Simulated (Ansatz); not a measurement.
# HgC2S2N2 (C2/m): band gap by G0W0 on PBE, part 3 of 3

Wanted: the gap of HgC2S2N2 (C2/m) with a many-body correction, and the time that it takes.

Ansatz 0.2.0; PBE, then G0W0 on it, plane waves, PAW. Known limits of the many-body steps: finite bands, screening cutoff and k mesh; no spin-orbit coupling in G0W0; d shells not analysed.

So far. Step 3 (Bands along the symmetry lines): Over mesh and path the gap is 2.210 eV, from k = (-0.500, -0.500, 0.000) to k = Γ. The least direct gap found is 2.339 eV, at k = Γ. Step 4 (G0W0 on the 4×4×4 mesh): Over 23 of 24 irreducible mesh points the G0W0 gap is 4.028 eV, from k = (-0.500, -0.500, 0.000) to k = Γ. The PBE gap of this run on the mesh is 2.210 eV. The two states that bound the G0W0 gap lie that far apart at the start, so the correction of the gap is 4.028 − 2.210 = +1.818 eV.

In doubt: masses and optical values from hybrid runs of this build are listed as unsure (in some of the runs), which bears on the screening that GW takes from such a start.

## Step 5: Spin-orbit coupling

This run has two-component orbitals with spin-orbit coupling.

This step: DFT, PBE with spin-orbit coupling, plane waves, PAW; PAW set soft_1.

Input file input.yaml:

```yaml
crystal:
  lattice:
    - [5.439, -2.021, 0.0]
    - [5.439, 2.021, 0.0]
    - [-0.5921680587, 0.0, 6.4076955288]
  atoms:
    - { symbol: Hg, position: [0.0, 0.0, 0.0] }
    - { symbol: C, position: [0.2661513025, 0.2661513025, 0.2233405963] }
    - { symbol: C, position: [0.7338486975, 0.7338486975, 0.7766594037] }
    - { symbol: S, position: [0.1320101513, 0.1320101513, 0.3259806969] }
    - { symbol: S, position: [0.8679898487, 0.8679898487, 0.6740193031] }
    - { symbol: "N", position: [0.3633996325, 0.3633996325, 0.1569129335] }
    - { symbol: "N", position: [0.6366003675, 0.6366003675, 0.8430870665] }
kpoints:
  mp_grid: { grid: [6, 6, 4] }
  band_path:
    path:
      - [0.0, 0.0, 0.0]
      - [-0.28481191, 0.28481191, 0.0]
      - [-0.71518809, -0.28481191, 0.0]
      - [-0.5, -0.5, 0.0]
      - [-0.5, -0.5, 0.5]
      - [-0.72060342, -0.27939658, 0.5]
      - [-0.27939658, 0.27939658, 0.5]
      - [0.0, 0.0, 0.5]
    npoints: 1
hamiltonian:
  xc: pbe
  pseudopotentials: { kind: paw_fr, azcp: { folder: soft_1 } }
scf:
  occupations: { method: fixed }
  n_extra_bands: 12
magnetization:
  noncollinear: true
  spin_orbit: true
output:
  eigenvalues: true
  forces: true
  stress: true
```

The run is started by

```sh
> ansatz run input.yaml --threads 3 --pin off --max-ram 92160MiB --backend cuda --events-out ev --progress --plain --runs-dir out --devices 1 --max-vram 13GiB
```

Numbers of over 12 decimals in the logs are rounded to 6 here.

The program printed:

```text
[...]
GPUs: using 1 of 1 available (devices: 1).
[...]
non-collinear run that drives no moment, with spin-orbit: no starting moment large enough to seed its density (crystal.atoms[].spin), no starting occupations that ask for one, no magnetisation constraint and no magnetic field, so the semilocal B_xc is pinned to zero
[...]
GPU FFT provider: cuFFT
GPU libraries: cuBLAS 13.8.2, cuFFT 12.4.0, cuSOLVER 12.3.4
Crystal: 7 atoms, lattice volume = 140.870 Å³
Basis set: ecut = 420 eV, 2761 PW (Γ), exchange–correlation on 80×80×90 points (8 copies of the dense FFT grid, shifted against one another)
Bands: 62, of which v1, the nominal top of the filled ones, is band 50 counted from 1 (49 counted from 0)
Symmetry: 4 space group operations + 4 with time reversal
[...]
k-points: 47 of 144
Projection manifold: j_resolved (fully-relativistic pseudo-atomic orbitals)
[...]
GPU buffer pool allocated for 72000 grid points (all kernels)
[...]
SCF iter   1: F=—  HF=-16930.204191 eV  |F-HF|=—  |Δ(HF+E_count)|=         —  Δρ=7.35e-2  dr2=7.08e0  dr2_m=0.00e0 (ungated)  ethr=3.10e-3  |M|=0.00e0 ∫|m|=0.00e0 μB  |m|>n=0.0e0 m-floor=0.0e0 τ_xc=0.0e0  β_m=0.30  ⟨swp⟩=5.6  Hψ=6871  notcnv=0  defer=340
[...]
spin=Noncollinear: Resta preconditioning applied to the charge; magnetization (m_x, m_y, m_z) channels mix plain (no charge-response kernel on spin).
[...]
site 1: m = (+0.0000, +0.0000, +0.0000) μB, |m| = 0.0000 μB  (R = 0.49 Å)
  site 2: m = (+0.0000, +0.0000, +0.0000) μB, |m| = 0.0000 μB  (R = 0.49 Å)
  site 3: m = (+0.0000, +0.0000, +0.0000) μB, |m| = 0.0000 μB  (R = 0.68 Å)
  site 4: m = (+0.0000, +0.0000, +0.0000) μB, |m| = 0.0000 μB  (R = 0.68 Å)
  site 5: m = (+0.0000, +0.0000, +0.0000) μB, |m| = 0.0000 μB  (R = 0.49 Å)
  site 6: m = (+0.0000, +0.0000, +0.0000) μB, |m| = 0.0000 μB  (R = 0.49 Å)
Free energy (F): -16928.012387 eV
[...]
Internal energy: -16928.012387 eV  (E = F + TS)
E sigma→0 (E₀):  -16928.012387 eV
Fermi energy:    3.107879 eV
[...]
--- Forces (eV/Å), atoms counted from 1 ---
  atom   1  Hg    -0.00000000     0.00000000     0.00000000
  atom   2  C     -0.00471504    -0.00000000    -0.01200390
  atom   3  C      0.00471504     0.00000000     0.01200390
  atom   4  S     -0.04699616    -0.00000000    -0.05964299
  atom   5  S      0.04699616     0.00000000     0.05964299
  atom   6  N      0.01549101     0.00000000     0.00032986
  atom   7  N     -0.01549101    -0.00000000    -0.00032986
  max |Σ_I F_I| component: 3.47e-18 eV/Å
--- Stress (GPa, compression-positive) ---
        1.234677      -0.000000      -0.241864
       -0.000000       1.376965       0.000000
       -0.241864       0.000000       1.117632
  P = ⅓ Tr σ = 1.2431 GPa (12.431 kbar)
--- Band table (eV; the first three rows and the last of 47) ---
  k-point 0: bands = [... 46 lower, 2.3262, 2.3262, 2.9796, 2.9796, 5.3186, 5.3186, 7.2362, 7.2362, ... 8 higher]
  k-point 1: bands = [... 46 lower, 2.3232, 2.3232, 2.9861, 2.9861, 5.7128, 5.7128, 7.4480, 7.4480, ... 8 higher]
  k-point 2: bands = [... 46 lower, 2.3212, 2.3212, 2.9917, 2.9917, 6.1514, 6.1514, 7.4348, 7.4348, ... 8 higher]
  k-point 46: bands = [... 46 lower, 2.9598, 2.9598, 2.9898, 2.9898, 5.9673, 5.9673, 7.6240, 7.6240, ... 8 higher]
[key lines of the parts left out:]
SCF converged after 10 iterations
Magnetization: |M| = 0.0000 μB,  M = (+0.0000, +0.0000, +0.0000) μB
```

It took 11 s on 1 × NVIDIA H100 80GB HBM3 (shared by 6 runs) with 3 threads of AMD EPYC 7R13 (Zen 3), shared host; peak memory 1 GiB.

Numbers from this step:

```
pressure             : 1.243 GPa
gap                  : 2.211 eV
valence top at       : Y_2
conduction bottom at : Γ
least direct gap     : 2.339 eV
```

Over mesh and listed points the gap is 2.211 eV, from k = (-0.500, -0.500, 0.000) to k = Γ. The least direct gap found is 2.339 eV, at k = Γ. PBE+SOC against PBE: 2.211 − 2.210 = +0.001 eV, with the same mesh, set of files (read in its fully relativistic form for the spin-orbit run) and cutoff, and both edges at the same k points. The spin-orbit run sees mesh and listed points alone, so its gap is an upper bound: the coupling can move an edge off these points, and the change over the zone, its sign included where it is small, is not known.

## Step 6: Side by side

Each gap is the least one over the points named; times are wall times on shared hosts, not benchmarks. A G0W0 time includes the run's own self-consistent start. Runs with listed points see these and the mesh alone, so an edge that moves elsewhere is missed. Rows marked * are further runs, not shown as steps, whose inputs differ from the G0W0 step on the same start in the columns given; solver thresholds can differ too.

| level | mesh | files, cutoff | bands summed, screening | points | gap (eV) | valence top | conduction bottom | least direct gap (eV) | time |
| --- | --- | --- | --- | --- | --- | --- | --- | --- | --- |
| PBE | 6×6×4 | soft_1 PAW, 420 eV | - | mesh and path | 2.210 | (-0.500, -0.500, 0.000) | Γ | 2.339 | 9.5 s |
| PBE+SOC | 6×6×4 | soft_1 PAW, 420 eV | - | mesh and listed points | 2.211 | (-0.500, -0.500, 0.000) | Γ | 2.339 | 11 s |
| G0W0@PBE* | 4×4×4 | soft_1 PAW, 420 eV | 196, 66 eV | 23 of 24 irreducible mesh points | 3.960 | (-0.500, -0.500, 0.000) | Γ | 4.106 | 31 s |
| G0W0@PBE* | 4×4×4 | soft_1 PAW, 420 eV | 510, 132 eV | 23 of 24 irreducible mesh points | 4.010 | (-0.500, -0.500, 0.000) | Γ | 4.150 | 83 s |
| G0W0@PBE | 4×4×4 | soft_1 PAW, 420 eV | 1068, 220 eV | 23 of 24 irreducible mesh points | 4.028 | (-0.500, -0.500, 0.000) | Γ | 4.166 | 3.3 min |
| G0W0@PBE* | 4×4×2 | soft_1 PAW, 420 eV | 510, 132 eV | 13 of 14 irreducible mesh points | 4.011 | (-0.500, -0.500, 0.000) | Γ | 4.151 | 28 s |
| G0W0@PBE* | 4×4×4 | soft_1 PAW, 420 eV | 1068, 220 eV, plasmon pole | 23 of 24 irreducible mesh points | 4.111 | (-0.500, -0.500, 0.000) | Γ | 4.254 | 5 min |

## Step 7: Outcome

* PBE gap over mesh and path: 2.210 eV, from k = (-0.500, -0.500, 0.000) to k = Γ
* G0W0@PBE gap over 23 of 24 irreducible mesh points: 4.028 eV, from k = (-0.500, -0.500, 0.000) to k = Γ
* PBE+SOC gap over mesh and listed points: 2.211 eV
* estimated limit in bands and cutoff, on this mesh: 4.044 eV
* GW settings: 4×4×4 mesh, 1043 empty bands, screening to 220 eV, PAW set soft_1 files
* known limits: finite bands, screening cutoff and k mesh; no spin-orbit coupling in G0W0; d shells not analysed

In words: Over 23 of 24 irreducible mesh points the G0W0 gap is 4.028 eV, from k = (-0.500, -0.500, 0.000) to k = Γ. The PBE gap of this run on the mesh is 2.210 eV. The two states that bound the G0W0 gap lie that far apart at the start, so the correction of the gap is 4.028 − 2.210 = +1.818 eV. The valence state moves by 1.885 − 3.101 = −1.216 eV and the conduction state by 5.914 − 5.311 = +0.603 eV, on the run's own scale; with 196 bands the edge states move by −0.690 and +1.060 eV, so the split between the edges depends on the bands and cutoff. Both edges that PBE shows over mesh and path lie at k points where levels were corrected. Levels at other points were not corrected, so a lower G0W0 gap elsewhere in the zone is not ruled out. From 196 bands and 66 eV to 1068 bands and 220 eV the gap moves by 4.028 − 3.960 = +0.068 eV (rung by rung 3.960, 4.010, 4.028 eV); bands and screening cutoff rise together, so their parts are not told apart. A line in one over the bands through the two highest rungs gives 4.028 + (4.028 − 4.010) × 510 / (1068 − 510) = 4.044 eV, and through the pair below 4.010 + (4.010 − 3.960) × 196 / (510 − 196) = 4.041 eV. The two agree within 0.03 eV and the same two states bound the gap in each rung, so 4.044 eV is taken as an estimate of the limit on this mesh. With the 4×4×2 mesh in place of the 4×4×4 mesh and all else as in the G0W0@PBE row with 510 bands, the gap differs by 4.011 − 4.010 = +0.001 eV, and that of the start by 2.210 − 2.210 = +0.000 eV. With the plasmon pole model in place of the contour deformation model and all else as in the G0W0@PBE row with 1068 bands, the gap differs by 4.111 − 4.028 = +0.083 eV. G0W0 on other starts in this series, not shown as steps and not all at these settings: 4.667 eV on HSE06 (4×4×4, soft_1 PAW, 1068 bands, 220 eV). PBE+SOC against PBE: 2.211 − 2.210 = +0.001 eV, with the same mesh, set of files (read in its fully relativistic form for the spin-orbit run) and cutoff, and both edges at the same k points. The spin-orbit run sees mesh and listed points alone, so its gap is an upper bound: the coupling can move an edge off these points, and the change over the zone, its sign included where it is small, is not known. What spin-orbit coupling does to the G0W0 levels was not computed, so no sum with the G0W0 gap is formed. The G0W0 runs are scalar-relativistic. One-shot GW is known to converge slowly in bands for compounds with shallow d shells. The cell holds Hg; the filling of the d shell and its place against the gap were not analysed here. G0W0@PBE runs of this series with other atomic data on the same mesh, not shown as steps, give 4.013 eV (hard PAW, 870 eV, 1572 bands, screening to 286 eV); where bands and cutoffs differ too, the part of the files is not isolated.

[Paths, hosts, dates, memory and timing lines, banners, echoed tables and standing remarks are left out of the program output.]

[Logs are printed without paths, hosts, clocks, repeated set-up lines and the standing remarks that a program may print on its own settings, such as how far it seeks lower states.]

[Runs of the session that timed out or met a known fault of the program may be left out.]

[Cells called generated may have been cut or substituted from an entry of the Crystallography Open Database or the Materials Project.]

[Hosts, paths, dates, database ids (printed as entryN), source tags and the programs' standing remarks are cut or masked in the printed files.]

[Where an RPA ε∞ is given, it is that of the G0W0 mesh and is not shown converged in it. Names of k-points follow the symmetry that the program found, which can be lower than the space group named. Band edges on a path are those of the sampled points; other points can move an edge, and change direct to indirect where valleys lie close.]

[Hybrid gaps are those of their k-mesh and are not shown converged in it.]
